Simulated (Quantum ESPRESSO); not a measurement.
# AlN (F-43m): phonon frequency against volume, with a fit

Aim: the Grüneisen parameter and the pressure coefficient of an optical mode of AlN (F-43m).

Program: Quantum ESPRESSO 7.5. Level of theory: DFT LDA, scalar-relativistic, plane waves, PseudoDojo norm-conserving pseudopotentials. Results are calculated unless marked as measured.

### 1. The relaxed structure

It takes space group F-43m (No. 216, cubic). The conventional cell has a = 4.333 Å, b = 4.333 Å, c = 4.333 Å, α = 90.00°, β = 90.00°, γ = 90.00°. Nearest to Al lie 4 N at 1.88 Å. Nearest to N lie 4 Al at 1.88 Å. Farther neighbours and most contacts between anions are not listed.

As a file:

```
Al N
1.0
    -2.16650    0.00000    2.16650
     0.00000    2.16650    2.16650
    -2.16650    2.16650    0.00000
Al N
1 1
Direct
  0.00000 0.00000 0.00000
  0.75000 0.75000 0.75000
```

This is the cell after its relaxation at this level of theory, not the database cell from which that began.

### 2. Runs at several volumes

The relaxed cell is scaled uniformly; in this structure symmetry fixes all atoms, so nothing has to be relaxed anew. Each volume gets a ground state and a response at Γ. The mode followed is the highest one without the macroscopic field, of symmetry T2; longitudinal polar modes lie higher. Cutoff 92 Ry, k mesh 12×12×12.

From the response at V/V₀ = 0.94:

The program printed:

```text
[banners, grids, parts of the stress and lines that vanish by symmetry left out]
Program PHONON v.7.5
     Reading xml data from directory:

[...]
Exchange-correlation= PW
                           (   1   4   0   0   0   0   0)
[...]
kinetic-energy cut-off    =      92.0000  Ry
     charge density cut-off    =     368.0000  Ry
     convergence threshold     =      1.0E-18
[...]
Exchange-correlation= PW
                           (   1   4   0   0   0   0   0)
[...]
q = (   0.0000000   0.0000000   0.0000000 )
     25 Sym.Ops. (with q -> -q+G )
     G cutoff =  299.8596  (  15353 G-vectors)     FFT grid: ( 36, 36, 36)
     number of k points=    72
[...]
Mode symmetry, T_d (-43m)  point group:
[...]
Dielectric constant
[...]
End of electric fields calculation
          Dielectric constant in cartesian axis
          (       4.397657115      -0.000000000      -0.000000000 )
          (      -0.000000000       4.397657115      -0.000000000 )
          (      -0.000000000      -0.000000000       4.397657115 )
          Effective charges (d Force / dE) in cartesian axis without acoustic sum rule applied (asr)
           atom    1  Al    Mean Z*:        2.52036
      Ex  (        2.52036        0.00000       -0.00000 )
      Ey  (       -0.00000        2.52036        0.00000 )
      Ez  (       -0.00000        0.00000        2.52036 )
           atom    2  N     Mean Z*:       -2.52022
      Ex  (       -2.52022        0.00000        0.00000 )
      Ey  (        0.00000       -2.52022        0.00000 )
      Ez  (        0.00000        0.00000       -2.52022 )
          Effective charges Sum: Mean:        0.00014
[...]
Effective charges (d Force / dE) in cartesian axis with asr applied:
           atom    1  Al    Mean Z*:        2.52029
[...]
atom    2  N     Mean Z*:       -2.52029
[...]
Representation #   1 modes #   1   2   3
[...]
End of self-consistent calculation
     Convergence has been achieved
     Representation #   2 modes #   4   5   6
[...]
End of self-consistent calculation
     Convergence has been achieved
[...]
Dielectric constant in cartesian axis
          (       4.397657115      -0.000000000      -0.000000000 )
          (      -0.000000000       4.397657115      -0.000000000 )
          (      -0.000000000      -0.000000000       4.397657115 )
          Effective charges (d Force / dE) in cartesian axis without acoustic sum rule applied (asr)
           atom    1  Al    Mean Z*:        2.52036
      Ex  (        2.52036        0.00000       -0.00000 )
      Ey  (       -0.00000        2.52036        0.00000 )
      Ez  (       -0.00000        0.00000        2.52036 )
           atom    2  N     Mean Z*:       -2.52022
      Ex  (       -2.52022        0.00000        0.00000 )
      Ey  (        0.00000       -2.52022        0.00000 )
      Ez  (        0.00000        0.00000       -2.52022 )
          Effective charges Sum: Mean:        0.00014
[...]
Effective charges (d Force / dE) in cartesian axis with asr applied:
           atom    1  Al    Mean Z*:        2.52029
[...]
atom    2  N     Mean Z*:       -2.52029
[...]
q = (    0.000000000   0.000000000   0.000000000 )
[...]
freq (    1) =      -0.045699 [THz] =      -1.524346 [cm-1]
     freq (    2) =      -0.045699 [THz] =      -1.524346 [cm-1]
     freq (    3) =      -0.045699 [THz] =      -1.524346 [cm-1]
     freq (    4) =      21.888802 [THz] =     730.131838 [cm-1]
     freq (    5) =      21.888802 [THz] =     730.131838 [cm-1]
     freq (    6) =      21.888802 [THz] =     730.131838 [cm-1]
[...]
Mode symmetry, T_d (-43m)  point group:
     freq (   1-   3) =         -1.5  [cm-1]   --> T_2  G_15 P_4   I+R
     freq (   4-   6) =        730.1  [cm-1]   --> T_2  G_15 P_4   I+R

   JOB DONE.
```

One volume, V/V₀ = 1, is held back as a test.

```tsv
V/V₀	volume (Å³/atom)	pressure (GPa)	ω (cm⁻¹)
0.94	9.559	14.66	730.13
0.97	9.864	6.80	698.95
1	10.169	0.02	held back
1.03	10.474	-5.85	641.61
1.06	10.779	-10.92	615.20
```

### 3. The fit

The mode Grüneisen parameter is γ = −d ln ω / d ln V.

```tsv
ln(V/V₀)	ln ω
-0.0619	6.5932
-0.0305	6.5496
0.0296	6.4640
0.0583	6.4219
```

A straight line through these points has the slope -1.426, so γ = 1.43; at V/V₀ = 1 it predicts ω = exp(6.5056 + 0.0000) = 668.86 cm⁻¹.

A parabola of pressure against ln V through V/V₀ = 0.97, 1 and 1.03 gives the bulk modulus B = −dP/d ln V = 210 GPa at V₀. With ω₀ from the fitted line the pressure coefficient follows as dω/dP = γ ω₀ / B = 1.43 × 668.9 / 210 = 4.53 cm⁻¹/GPa.

### 4. The run that was held back

The program printed:

```text
[banners, grids, parts of the stress and lines that vanish by symmetry left out]
[banner, memory and clock lines left out]
Program PHONON v.7.5

[...]
Exchange-correlation= PW
                           (   1   4   0   0   0   0   0)
[...]
kinetic-energy cut-off    =      92.0000  Ry
     charge density cut-off    =     368.0000  Ry
     convergence threshold     =      1.0E-18
[...]
Exchange-correlation= PW
                           (   1   4   0   0   0   0   0)
[...]
q = (   0.0000000   0.0000000   0.0000000 )
     25 Sym.Ops. (with q -> -q+G )
     G cutoff =  312.4875  (  16361 G-vectors)     FFT grid: ( 36, 36, 36)
     number of k points=    72
[...]
Mode symmetry, T_d (-43m)  point group:
[...]
Dielectric constant
[...]
End of electric fields calculation
          Dielectric constant in cartesian axis
          (       4.486926886      -0.000000000       0.000000000 )
          (      -0.000000000       4.486926886       0.000000000 )
          (       0.000000000       0.000000000       4.486926886 )
          Effective charges (d Force / dE) in cartesian axis without acoustic sum rule applied (asr)
           atom    1  Al    Mean Z*:        2.52890
      Ex  (        2.52890       -0.00000        0.00000 )
      Ey  (       -0.00000        2.52890       -0.00000 )
      Ez  (        0.00000        0.00000        2.52890 )
           atom    2  N     Mean Z*:       -2.52874
      Ex  (       -2.52874        0.00000       -0.00000 )
      Ey  (        0.00000       -2.52874       -0.00000 )
      Ez  (       -0.00000        0.00000       -2.52874 )
[...]
Representation #   1 modes #   1   2   3
[...]
End of self-consistent calculation
     Convergence has been achieved
     Representation #   2 modes #   4   5   6
[...]
End of self-consistent calculation
     Convergence has been achieved
[...]
Dielectric constant in cartesian axis
          (       4.486926886      -0.000000000       0.000000000 )
          (      -0.000000000       4.486926886       0.000000000 )
          (       0.000000000       0.000000000       4.486926886 )
          Effective charges (d Force / dE) in cartesian axis without acoustic sum rule applied (asr)
           atom    1  Al    Mean Z*:        2.52890
      Ex  (        2.52890       -0.00000        0.00000 )
      Ey  (       -0.00000        2.52890       -0.00000 )
      Ez  (        0.00000        0.00000        2.52890 )
           atom    2  N     Mean Z*:       -2.52874
      Ex  (       -2.52874        0.00000       -0.00000 )
      Ey  (        0.00000       -2.52874       -0.00000 )
      Ez  (       -0.00000        0.00000       -2.52874 )
          Effective charges Sum: Mean:        0.00016
[...]
Effective charges (d Force / dE) in cartesian axis with asr applied:
           atom    1  Al    Mean Z*:        2.52882
[...]
atom    2  N     Mean Z*:       -2.52882
[...]
q = (    0.000000000   0.000000000   0.000000000 )
[...]
freq (    1) =       0.048990 [THz] =       1.634145 [cm-1]
     freq (    2) =       0.048990 [THz] =       1.634145 [cm-1]
     freq (    3) =       0.048990 [THz] =       1.634145 [cm-1]
     freq (    4) =      20.070706 [THz] =     669.486674 [cm-1]
     freq (    5) =      20.070706 [THz] =     669.486674 [cm-1]
     freq (    6) =      20.070706 [THz] =     669.486674 [cm-1]
[...]
Mode symmetry, T_d (-43m)  point group:
     freq (   1-   3) =          1.6  [cm-1]   --> T_2  G_15 P_4   I+R
     freq (   4-   6) =        669.5  [cm-1]   --> T_2  G_15 P_4   I+R
```

It gives 669.49 cm⁻¹ against the predicted 668.86 cm⁻¹, a miss of 0.6 cm⁻¹.

### 5. Results

| Quantity | Value |
| --- | --- |
| mode Grüneisen parameter | 1.426 |
| bulk modulus | 210 GPa |
| pressure coefficient | 4.53 cm⁻¹/GPa |

**Reading.** The highest optical mode of AlN (F-43m) without the LO-TO term stiffens by 4.53 cm⁻¹ a GPa near the relaxed volume, with γ = 1.43. The power law meets all 5 runs within 0.10 %; between neighbouring volumes γ runs from 1.39 to 1.46. Such a coefficient turns a measured shift of this mode into a hydrostatic stress; uniaxial or biaxial stress splits the mode and needs deformation potentials. These are harmonic values at zero temperature for the structure held cubic, which a run at Γ can't show to be stable; the bulk modulus rests on three points.

[Host names and launcher messages were left out of these logs when they were recorded.]

[Logs are printed without paths, hosts, clocks, repeated set-up lines and the standing remarks that a program may print on its own settings, such as how far it seeks lower states.]

[Hosts, paths, dates, database ids (printed as entryN), source tags and the programs' standing remarks are cut or masked in the printed files.]
